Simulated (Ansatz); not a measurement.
# Decaying states in the gap of CaH2Se2

A new crystal, CaH2Se2: structure, gap and complex bands. It is built by putting Se for O in the CaH2O2 structure of space group P-3m1, with the volume rescaled by atomic radii. The parent structure comes from the Materials Project.

Calculated with Ansatz 0.2.0; PBE DFT, plane waves, PAW files, in the first sound run; inputs show where later runs differ.

The structure was built from a prototype and need not be the compound's stable phase.

## (1) Starting point

Symmetry: P-3m1, No. 164, trigonal system. The conventional cell has a = 4.112 Å, b = 4.112 Å, c = 5.539 Å, α = 90.00°, β = 90.00°, γ = 120.00°. Nearest to Ca lie 6 Se at 2.72 Å. H has 1 Se at 1.11 Å nearest. Se has 1 H at 1.11 Å and 3 Ca at 2.72 Å nearest. It derives from CaH2O2. Se for O in the CaH2O2 structure of space group P-3m1. Farther neighbours and most contacts between anions are not listed.

## (2) Relaxing the new crystal

The substituted atoms don't fit the parent's cell, so cell and atoms relax together. A small smearing keeps the run stable in case the gap closes on the way.

Contents of input.yaml:

```yaml
crystal:
  lattice:
    - [4.1123089635, 0.0, 0.0]
    - [-2.0561544818, 3.5613640306, 0.0]
    - [0.0, 0.0, 5.5393652386]
  atoms:
    - { symbol: Ca, position: [0.0, 0.0, 0.0] }
    - { symbol: H, position: [0.6666666667, 0.3333333333, 0.56084618] }
    - { symbol: H, position: [0.3333333333, 0.6666666667, 0.43915382] }
    - { symbol: Se, position: [0.6666666667, 0.3333333333, 0.76108397] }
    - { symbol: Se, position: [0.3333333333, 0.6666666667, 0.23891603] }
kpoints:
  mp_grid: { grid: [6, 6, 4] }
scf:
  occupations: { method: gaussian, width: 0.03 }
hamiltonian:
  xc: pbe
output:
  forces: true
  stress: true
relax:
  f_tol: 0.02
  max_steps: 60
  cell: {}
```

Started as:

```bash
$ ansatz run input.yaml --threads 2 --pin off --max-ram 4096MiB --backend cpu --events-out ev --progress --plain --runs-dir out
```

Numbers of over 12 decimals in the logs are rounded to 6 here.

The program printed:

```text
Engine: ansatz 0.2.0, x86_64-unknown-linux-gnu
Pseudopotentials: kind: paw
Pseudopotential: Ca, paw, valence charge 10, recommended cutoff 420 eV (normal), Ca.paw.azcp
Pseudopotential: H, paw, valence charge 1, recommended cutoff 420 eV (normal), H.paw.azcp
Pseudopotential: Se, paw, valence charge 16, recommended cutoff 420 eV (normal), Se.paw.azcp
Functional definition: PBE
  parameter kappa = 0.804
  parameter beta = 0.066725
  exchange = pbe_x(kappa = kappa, mu = beta*pi^2/3)
  correlation = pbe_c(beta = beta)
Crystal: 5 atoms, lattice volume = 81.126 Å³
Basis set: ecut = 420 eV, 1579 PW (Γ), exchange–correlation on 60×60×80 points (8 copies of the dense FFT grid, shifted against one another)
Bands: 27, of which v1, the nominal top of the filled ones, is band 22 counted from 1 (21 counted from 0)
Symmetry: 12 space group operations
Space group: P-3m1 (ITA 164), of the structure as read, at distance tolerance 4.3e-5 Å
k-points: 24 of 144
Non-local potential: Ca, projectors of the file, l = 0: 3, l = 1: 2, l = 2: 2
Non-local potential: H, projectors of the file, l = 0: 2, l = 1: 1
Non-local potential: Se, projectors of the file, l = 0: 2, l = 1: 2, l = 2: 3, l = 3: 1
PAW form: soft (Blöchl's): semilocal exchange-correlation on the pseudo side does not see the compensation charge
PAW one-centre angular grid: Ca, 110 points (default); XC on 64 Gauss nodes
PAW one-centre angular grid: H, 110 points (default); XC on 64 Gauss nodes
PAW one-centre angular grid: Se, 590 points (default); XC on 64 Gauss nodes
Initial density: superposition of atomic densities (neutral atoms: chi_scale 0, normalization atom), corrected by the library's trained network
Initial wavefunctions: pseudopotential atomic-orbital guess
Functional: x = pbe(κ = 0.804, μ = 0.219515), c = pbe(β = 0.066725)
SCF iter   1: F=—  HF=-12784.331483 eV  |F-HF|=—  |Δ(HF+E_count)|=         —  Δρ=3.07e-3  dr2=5.59e-3  ethr=1.77e-3  ⟨swp⟩=8.1  Hψ=3304  notcnv=0
preconditioner: auto → Resta (q_TF=auto, 2.464 Å⁻¹)  ε∞=3.3  [insulator: Δε(μ)=2.533 eV  Ē_g=10.872 eV  σ=0.030 eV  W_gap=1.00  n_scr=22 (ndim 8)  ℏωp=16.5 eV  f_vac=0.053  D(μ)=0.00/eV (n_scr^D=0)  ε∞_Penn≈3.3]
SCF iter   2: F=—  HF=-12784.331765 eV  |F-HF|=—  |Δ(HF+E_count)|=   2.81e-4  Δρ=1.48e-3  dr2=7.33e-4  ethr=1.27e-5  ⟨swp⟩=2.0  Hψ=1121  notcnv=0  defer=24
SCF iter   3: F=—  HF=-12784.332880 eV  |F-HF|=—  |Δ(HF+E_count)|=   1.12e-3  Δρ=3.39e-4  dr2=8.63e-5  ethr=1.67e-6  ⟨swp⟩=2.0  Hψ=1187  notcnv=0  defer=24
SCF iter   4: F=—  HF=-12784.332966 eV  |F-HF|=—  |Δ(HF+E_count)|=   8.56e-5  Δρ=1.30e-4  dr2=1.15e-5  ethr=1.96e-7  ⟨swp⟩=2.0  Hψ=1152  notcnv=0  defer=24
SCF iter   5: F=—  HF=-12784.332970 eV  |F-HF|=—  |Δ(HF+E_count)|=   4.62e-6  Δρ=4.68e-5  dr2=1.67e-6  ethr=2.61e-8  ⟨swp⟩=2.0  Hψ=1152  notcnv=0  defer=24
SCF iter   6: F=-12784.332971 eV  HF=-12784.332971 eV  |F-HF|=6.60e-8  |Δ(HF+E_count)|=   6.83e-7  Δρ=9.05e-6  dr2=4.88e-8  ethr=2.27e-10  ⟨swp⟩=3.3  Hψ=2900  notcnv=0
SCF 1 converged in 6 iterations: F = -12784.332971 eV  dr2 = 4.88e-8
  greatest PAW one-centre occupation: 1.000 electrons in one spin orbital (limit 2), on the Se atom at site 4 (counted from 0), in its partial waves of l = 2
relax step   1: F+E_penalty+E_count = -12784.33297115 eV  Δ(F+E_penalty+E_count) = +0.000e0 eV  max|allowed force component| = 1.920e1 eV/Å  Δτ_max = 0.0000 Å  P = +42.099 GPa  Ω = 81.126 Å³  (6 SCF iters, dr2 threshold 1.00e-7 eV, accepted)
Crystal: 5 atoms, lattice volume = 91.995 Å³
Basis set: ecut = 420 eV, 1789 PW (Γ), exchange–correlation on 60×60×80 points (8 copies of the dense FFT grid, shifted against one another)
Initial density: handed on by an earlier stage of this run
Initial wavefunctions: those handed on with the density
iter 1 solved again at ethr=1.01e-3 eV; its pass at ethr=3.10e-3 eV (dr2=4.44e-1 eV) is discarded
SCF iter   1: F=—  HF=-12789.509182 eV  |F-HF|=—  |Δ(HF+E_count)|=         —  Δρ=2.62e-2  dr2=4.44e-1  ethr=1.01e-3  ⟨swp⟩=1.0  Hψ=4327  notcnv=0
preconditioner: auto → Resta (q_TF=auto, 2.413 Å⁻¹)  ε∞=3.3  [insulator: Δε(μ)=2.720 eV  Ē_g=10.130 eV  σ=0.030 eV  W_gap=1.00  n_scr=22 (ndim 8)  ℏωp=15.5 eV  f_vac=0.095  D(μ)=0.00/eV (n_scr^D=0)  ε∞_Penn≈3.3]
SCF iter   2: F=—  HF=-12789.408599 eV  |F-HF|=—  |Δ(HF+E_count)|=   1.01e-1  Δρ=1.36e-2  dr2=1.31e-1  ethr=1.01e-3  ⟨swp⟩=2.2  Hψ=828  notcnv=0
SCF iter   3: F=—  HF=-12789.373252 eV  |F-HF|=—  |Δ(HF+E_count)|=   3.53e-2  Δρ=1.37e-3  dr2=3.23e-3  ethr=2.97e-4  ⟨swp⟩=3.2  Hψ=1417  notcnv=0
SCF iter   4: F=—  HF=-12789.369012 eV  |F-HF|=—  |Δ(HF+E_count)|=   4.24e-3  Δρ=8.86e-4  dr2=8.69e-4  ethr=7.34e-6  ⟨swp⟩=2.0  Hψ=1355  notcnv=0  defer=8
SCF iter   5: F=—  HF=-12789.369818 eV  |F-HF|=—  |Δ(HF+E_count)|=   8.06e-4  Δρ=2.13e-4  dr2=6.53e-5  ethr=1.97e-6  ⟨swp⟩=2.0  Hψ=1241  notcnv=0  defer=8
SCF iter   6: F=—  HF=-12789.369891 eV  |F-HF|=—  |Δ(HF+E_count)|=   7.36e-5  Δρ=5.85e-5  dr2=4.97e-6  ethr=1.48e-7  ⟨swp⟩=2.0  Hψ=1167  notcnv=0  defer=8
SCF iter   7: F=—  HF=-12789.369909 eV  |F-HF|=—  |Δ(HF+E_count)|=   1.77e-5  Δρ=1.84e-5  dr2=5.01e-7  ethr=1.14e-9  ⟨swp⟩=3.9  Hψ=3073  notcnv=0
SCF iter   8: F=-12789.369911 eV  HF=-12789.369911 eV  |F-HF|=8.08e-8  |Δ(HF+E_count)|=   1.69e-6  Δρ=5.22e-6  dr2=5.86e-8  ethr=1.14e-9  ⟨swp⟩=5.0  Hψ=2400  notcnv=0
SCF 2 converged in 8 iterations: F = -12789.369911 eV  dr2 = 5.86e-8
relax step   2: F+E_penalty+E_count = -12789.36991096 eV  Δ(F+E_penalty+E_count) = -5.037e0 eV  max|allowed force component| = 5.201e0 eV/Å  Δτ_max = 0.1342 Å  P = +14.337 GPa  Ω = 91.995 Å³  energy of the carried Pulay correction = -7.389e-3 eV  (8 SCF iters, dr2 threshold 5.00e-7 eV, accepted)
Crystal: 5 atoms, lattice volume = 103.271 Å³
Basis set: ecut = 420 eV, 2055 PW (Γ), exchange–correlation on 60×60×80 points (8 copies of the dense FFT grid, shifted against one another)
iter 1 solved again at ethr=3.48e-4 eV; its pass at ethr=3.10e-3 eV (dr2=1.53e-1 eV) is discarded
SCF iter   1: F=—  HF=-12790.275469 eV  |F-HF|=—  |Δ(HF+E_count)|=         —  Δρ=1.04e-2  dr2=1.56e-1  ethr=3.48e-4  ⟨swp⟩=1.6  Hψ=4198  notcnv=0
preconditioner: auto → Resta (q_TF=auto, 2.367 Å⁻¹)  ε∞=3.2  [insulator: Δε(μ)=3.060 eV  Ē_g=9.786 eV  σ=0.030 eV  W_gap=1.00  n_scr=22 (ndim 8)  ℏωp=14.6 eV  f_vac=0.135  D(μ)=0.00/eV (n_scr^D=0)  ε∞_Penn≈3.2]
SCF iter   2: F=—  HF=-12790.237739 eV  |F-HF|=—  |Δ(HF+E_count)|=   3.77e-2  Δρ=5.34e-3  dr2=3.74e-2  ethr=3.48e-4  ⟨swp⟩=3.2  Hψ=971  notcnv=0
SCF iter   3: F=—  HF=-12790.230294 eV  |F-HF|=—  |Δ(HF+E_count)|=   7.44e-3  Δρ=1.13e-3  dr2=2.47e-3  ethr=8.50e-5  ⟨swp⟩=3.9  Hψ=1445  notcnv=0  defer=1
[...]
[... from here on, the SCF cycles and remarks between the steps are left out ...]
relax step   4: F+E_penalty+E_count = -12790.44796600 eV  Δ(F+E_penalty+E_count) = -2.177e-1 eV  max|allowed force component| = 5.394e-1 eV/Å  Δτ_max = 0.1412 Å  P = +1.657 GPa  Ω = 114.160 Å³  energy of the carried Pulay correction = -1.994e-2 eV  (7 SCF iters, dr2 threshold 5.00e-7 eV, accepted)
relax step   5: F+E_penalty+E_count = -12790.47018693 eV  Δ(F+E_penalty+E_count) = -2.222e-2 eV  max|allowed force component| = 1.391e-1 eV/Å  Δτ_max = 0.1256 Å  P = -0.808 GPa  Ω = 115.331 Å³  energy of the carried Pulay correction = -2.052e-2 eV  (7 SCF iters, dr2 threshold 5.00e-7 eV, accepted)
relax step   6: F+E_penalty+E_count = -12790.48522069 eV  Δ(F+E_penalty+E_count) = -1.503e-2 eV  max|allowed force component| = 9.086e-2 eV/Å  Δτ_max = 0.0823 Å  P = +0.205 GPa  Ω = 114.985 Å³  energy of the carried Pulay correction = -2.035e-2 eV  (6 SCF iters, dr2 threshold 5.00e-7 eV, accepted)
relax step   7: F+E_penalty+E_count = -12790.48583406 eV  Δ(F+E_penalty+E_count) = -6.134e-4 eV  max|allowed force component| = 1.568e-2 eV/Å  Δτ_max = 0.0035 Å  P = +0.002 GPa  Ω = 115.942 Å³  energy of the carried Pulay correction = -2.082e-2 eV  (6 SCF iters, dr2 threshold 5.00e-7 eV, accepted)
relax step   8: F+E_penalty+E_count = -12790.48596630 eV  Δ(F+E_penalty+E_count) = -1.322e-4 eV  max|allowed force component| = 1.438e-3 eV/Å  Δτ_max = 0.0040 Å  P = -0.006 GPa  Ω = 115.785 Å³  energy of the carried Pulay correction = -2.075e-2 eV  (7 SCF iters, accepted)
relax step   9: F+E_penalty+E_count = -12790.51902022 eV  Δ(F+E_penalty+E_count) = -3.305e-2 eV  max|allowed force component| = 2.493e-2 eV/Å  Δτ_max = 0.0000 Å  P = +0.254 GPa  Ω = 115.785 Å³  stress off target by 2.65e-1 GPa  SCF on the basis re-selected at this cell (its energy is not comparable with the rows above)  (8 SCF iters)
relax step  10: F+E_penalty+E_count = -12790.52164058 eV  Δ(F+E_penalty+E_count) = -2.620e-3 eV  max|allowed force component| = 8.995e-3 eV/Å  Δτ_max = 0.0332 Å  P = +0.079 GPa  Ω = 117.992 Å³  energy of the carried Pulay correction = -5.552e-4 eV  (6 SCF iters, dr2 threshold 1.76e-7 eV, accepted)
relax step  11: F+E_penalty+E_count = -12790.52242261 eV  Δ(F+E_penalty+E_count) = -7.820e-4 eV  max|allowed force component| = 2.332e-2 eV/Å  Δτ_max = 0.0406 Å  P = +0.034 GPa  Ω = 120.140 Å³  energy of the carried Pulay correction = -1.112e-3 eV  (7 SCF iters, dr2 threshold 3.19e-8 eV, accepted)
relax step  12: F+E_penalty+E_count = -12790.52245659 eV  Δ(F+E_penalty+E_count) = -3.398e-5 eV  max|allowed force component| = 2.705e-3 eV/Å  Δτ_max = 0.0077 Å  P = +0.006 GPa  Ω = 120.496 Å³  energy of the carried Pulay correction = -1.204e-3 eV  (6 SCF iters, dr2 threshold 4.25e-8 eV, accepted)
relax step  13: F+E_penalty+E_count = -12790.52239418 eV  Δ(F+E_penalty+E_count) = +6.241e-5 eV  max|allowed force component| = 5.854e-4 eV/Å  Δτ_max = 0.0063 Å  P = +0.005 GPa  Ω = 120.806 Å³  energy of the carried Pulay correction = -1.286e-3 eV  (8 SCF iters, accepted)
iter 1 solved again at ethr=2.91e-7 eV; its pass at ethr=3.10e-3 eV (dr2=1.28e-4 eV) is discarded
SCF iter   1: F=—  HF=-12790.507992 eV  |F-HF|=—  |Δ(HF+E_count)|=         —  Δρ=5.77e-4  dr2=1.27e-5  ethr=2.91e-7  ⟨swp⟩=3.0  Hψ=4996  notcnv=0
preconditioner: auto → Resta (q_TF=auto, 2.306 Å⁻¹)  ε∞=3.2  [insulator: Δε(μ)=3.046 eV  Ē_g=9.115 eV  σ=0.030 eV  W_gap=1.00  n_scr=22 (ndim 8)  ℏωp=13.5 eV  f_vac=0.186  D(μ)=0.00/eV (n_scr^D=0)  ε∞_Penn≈3.2]
SCF iter   2: F=—  HF=-12790.518970 eV  |F-HF|=—  |Δ(HF+E_count)|=   1.10e-2  Δρ=2.91e-4  dr2=2.52e-6  ethr=2.88e-8  ⟨swp⟩=2.8  Hψ=959  notcnv=0
SCF iter   3: F=—  HF=-12790.523649 eV  |F-HF|=—  |Δ(HF+E_count)|=   4.68e-3  Δρ=5.16e-5  dr2=2.94e-7  ethr=5.73e-9  ⟨swp⟩=3.0  Hψ=1153  notcnv=0
SCF iter   4: F=—  HF=-12790.523807 eV  |F-HF|=—  |Δ(HF+E_count)|=   1.58e-4  Δρ=9.88e-6  dr2=4.11e-8  ethr=6.68e-10  ⟨swp⟩=2.0  Hψ=1174  notcnv=0
SCF iter   5: F=—  HF=-12790.523812 eV  |F-HF|=—  |Δ(HF+E_count)|=   5.16e-6  Δρ=1.93e-6  dr2=6.25e-9  ethr=9.35e-11  ⟨swp⟩=2.0  Hψ=1176  notcnv=0
SCF iter   6: F=—  HF=-12790.523812 eV  |F-HF|=—  |Δ(HF+E_count)|=   7.70e-8  Δρ=7.97e-7  dr2=1.68e-9  ethr=1.42e-11  ⟨swp⟩=2.0  Hψ=1172  notcnv=0
SCF iter   7: F=—  HF=-12790.523812 eV  |F-HF|=—  |Δ(HF+E_count)|=   6.91e-9  Δρ=2.53e-7  dr2=2.90e-10  ethr=3.81e-12  ⟨swp⟩=2.0  Hψ=840  notcnv=0
SCF iter   8: F=—  HF=-12790.523812 eV  |F-HF|=—  |Δ(HF+E_count)|=  6.66e-10  Δρ=1.20e-7  dr2=6.73e-11  ethr=1.00e-12  ⟨swp⟩=2.0  Hψ=774  notcnv=0
SCF iter   9: F=-12790.523812 eV  HF=-12790.523812 eV  |F-HF|=1.09e-11  |Δ(HF+E_count)|=  1.35e-10  Δρ=5.02e-8  dr2=1.23e-11  ethr=1.00e-12  ⟨swp⟩=4.0  Hψ=1705  notcnv=0
SCF 14 converged in 9 iterations: F = -12790.523812 eV  dr2 = 1.23e-11
relax step  14: F+E_penalty+E_count = -12790.52381204 eV  Δ(F+E_penalty+E_count) = -1.418e-3 eV  max|allowed force component| = 2.134e-3 eV/Å  Δτ_max = 0.0000 Å  P = +0.006 GPa  Ω = 120.806 Å³  stress off target by 1.08e-2 GPa  SCF on the basis re-selected at this cell (its energy is not comparable with the rows above)  (9 SCF iters)
basis re-selected at this cell: Δ(F+E_penalty+E_count) = -1.418e-3 eV, ΔP = +0.001 GPa vs the last step (what re-selecting the basis moved, of the pressure what is left beyond the Pulay correction that the steps carried, after the strain that the cell walked since its last selection, with what the two solves' SCF thresholds leave and, on support functions, any second-order correction that the steps lacked; it is no m [...]
SCF converged after 9 iterations
Free energy (F): -12790.523812 eV
Harris-Foulkes:  -12790.523812 eV  (|F-HF|=1.09e-11)
Internal energy: -12790.523812 eV  (E = F + TS)
E sigma→0 (E₀):  -12790.523812 eV
Fermi energy:    4.340651 eV
--- Per-component energies (eV) ---
  E_band       = -1075.780079
  E_kinetic    = 540.949221
  E_local      = -7055.104204  (includes V_loc(G=0)·N_el)
  E_nonlocal   = -1125.827388
  E_hartree    = 3290.660492
  E_xc         = -363.555582
  E_vxc        = -390.514456  (∫ρ·V_xc dr)
  E_paw        = -4681.350055  (= ΣΔE_a)
  E_vpaw       = 373.399653  (= ΣTr[D̂ρ^β])
  E_aug_tail   = -0.003763  (compensation charges beyond the density's cutoff)
  E_ewald      = -3396.292533
  E_smearing   = -0.000000  (= −TS)
  E_closure    = 0.000000  (closes the sum)
  Σ components = -12790.523812   (vs F -12790.523812, Δ=0.00e0)
--- Forces (eV/Å), atoms counted from 1 ---
  atom   1  Ca    -0.00000000     0.00000000     0.00000000
  atom   2  H      0.00000000    -0.00000000     0.00125886
  atom   3  H     -0.00000000     0.00000000    -0.00125886
  atom   4  Se     0.00000000    -0.00000000    -0.00213403
  atom   5  Se    -0.00000000     0.00000000     0.00213403
  max |Σ_I F_I| component: 1.15e-18 eV/Å
--- Stress (GPa, compression-positive) ---
        0.003369      -0.000000       0.000000
       -0.000000       0.003369      -0.000000
        0.000000      -0.000000       0.010755
  P = ⅓ Tr σ = 0.0058 GPa (0.058 kbar)
--- Relaxed structure (12 steps of the walk, 12 accepted, 2 SCFs on fresh bases) ---
  F+E_penalty+E_count = -12790.52381204 eV   max|allowed force component| = 2.134e-3 eV/Å   (the final SCF, on the basis selected at the relaxed cell)
  cell:  # Å, volume = 120.8056 Å³
    - [4.626727, 3.2478828495873945e-11, 3.973352711560974e-17]
    - [-2.313364, 4.006863, 3.973352711560967e-17]
    - [5.3521882928081655e-17, 9.270262054969352e-17, 6.516415]
  atoms:
    - { symbol: Ca, position: [0, 0, 5.030178483034948e-19] }
    - { symbol: H, position: [0.666667, 0.333333, 0.565785] }
    - { symbol: H, position: [0.333333, 0.666667, 0.434215] }
    - { symbol: Se, position: [0.666667, 0.333333, 0.792467] }
    - { symbol: Se, position: [0.333333, 0.666667, 0.207533] }
```

Run time: 18 s. Hardware: 2 threads of Intel Xeon Platinum 8488C (Sapphire Rapids), shared host; peak memory 0.48 GiB; 33 s of CPU time.

Step by step:

| step | energy less that of the first step (eV) | largest force component (eV/Å) | pressure (GPa) | volume (Å³) |
| --- | --- | --- | --- | --- |
| 1 | 0.0000 | 19.2015 | 42.10 | 81.13 |
| 2 | -5.0369 | 5.2008 | 14.34 | 92.00 |
| 3 | -5.8973 | 2.1665 | 5.39 | 103.27 |
| 4 | -6.1150 | 0.5394 | 1.66 | 114.16 |
| 5 | -6.1372 | 0.1391 | -0.81 | 115.33 |
| 6 | -6.1523 | 0.0909 | 0.21 | 114.99 |
| 7 | -6.1529 | 0.0157 | 0.00 | 115.94 |
| 8 | -6.1530 | 0.0014 | -0.01 | 115.79 |
| 9* | -6.1860 | 0.0249 | 0.25 | 115.79 |
| 10 | -6.1887 | 0.0090 | 0.08 | 117.99 |
| 11 | -6.1895 | 0.0233 | 0.03 | 120.14 |
| 12 | -6.1895 | 0.0027 | 0.01 | 120.50 |
| 13 | -6.1894 | 0.0006 | 0.00 | 120.81 |
| 14* | -6.1908 | 0.0021 | 0.01 | 120.81 |

Relaxation steps marked * repeat the geometry before them on a plane-wave basis chosen anew for their cell, so energy and pressure can jump there.

The run keeps the 12 symmetry operations that it works with, so distortions that break them were not tested.

| cell as run | before | after | change |
| --- | --- | --- | --- |
| a (Å) | 4.112 | 4.627 | +12.5 % |
| b (Å) | 4.112 | 4.627 | +12.5 % |
| c (Å) | 5.539 | 6.516 | +17.6 % |
| volume (Å³/atom) | 16.23 | 24.16 | +48.9 % |

The atoms that moved most (Å, as changes of fractional coordinates times the final cell):

| atom | dx | dy | dz | length |
| --- | --- | --- | --- | --- |
| Se4 | 0.000 | 0.000 | 0.205 | 0.205 |
| Se5 | 0.000 | 0.000 | -0.205 | 0.205 |
| H2 | 0.000 | 0.000 | 0.032 | 0.032 |
| H3 | 0.000 | 0.000 | -0.032 | 0.032 |

Final coordinates:

```cif
data_structure
_symmetry_space_group_name_H-M 'P 1'
_symmetry_Int_Tables_number 1
_cell_length_a 4.6267
_cell_length_b 4.6267
_cell_length_c 6.5164
_cell_angle_alpha 90.000
_cell_angle_beta 90.000
_cell_angle_gamma 120.000
_cell_volume 120.81
loop_
_atom_site_label
_atom_site_type_symbol
_atom_site_fract_x
_atom_site_fract_y
_atom_site_fract_z
_atom_site_occupancy
Ca1 Ca 0.00000 0.00000 0.00000 1
H2 H 0.66667 0.33333 0.56578 1
H3 H 0.33333 0.66667 0.43422 1
Se4 Se 0.66667 0.33333 0.79247 1
Se5 Se 0.33333 0.66667 0.20753 1
```

This step gave:

```
free energy  : -12790.5238 eV
Fermi energy : 4.341 eV
pressure     : 0.005831 GPa
```

The largest force component on a free atom ends at 0.0021 eV/Å.

(Continued in part 2 of 3.)

[Logs are printed without paths, hosts, clocks, repeated set-up lines and the standing remarks that a program may print on its own settings, such as how far it seeks lower states.]

[Hosts, paths, dates, database ids (printed as entryN), source tags and the programs' standing remarks are cut or masked in the printed files.]
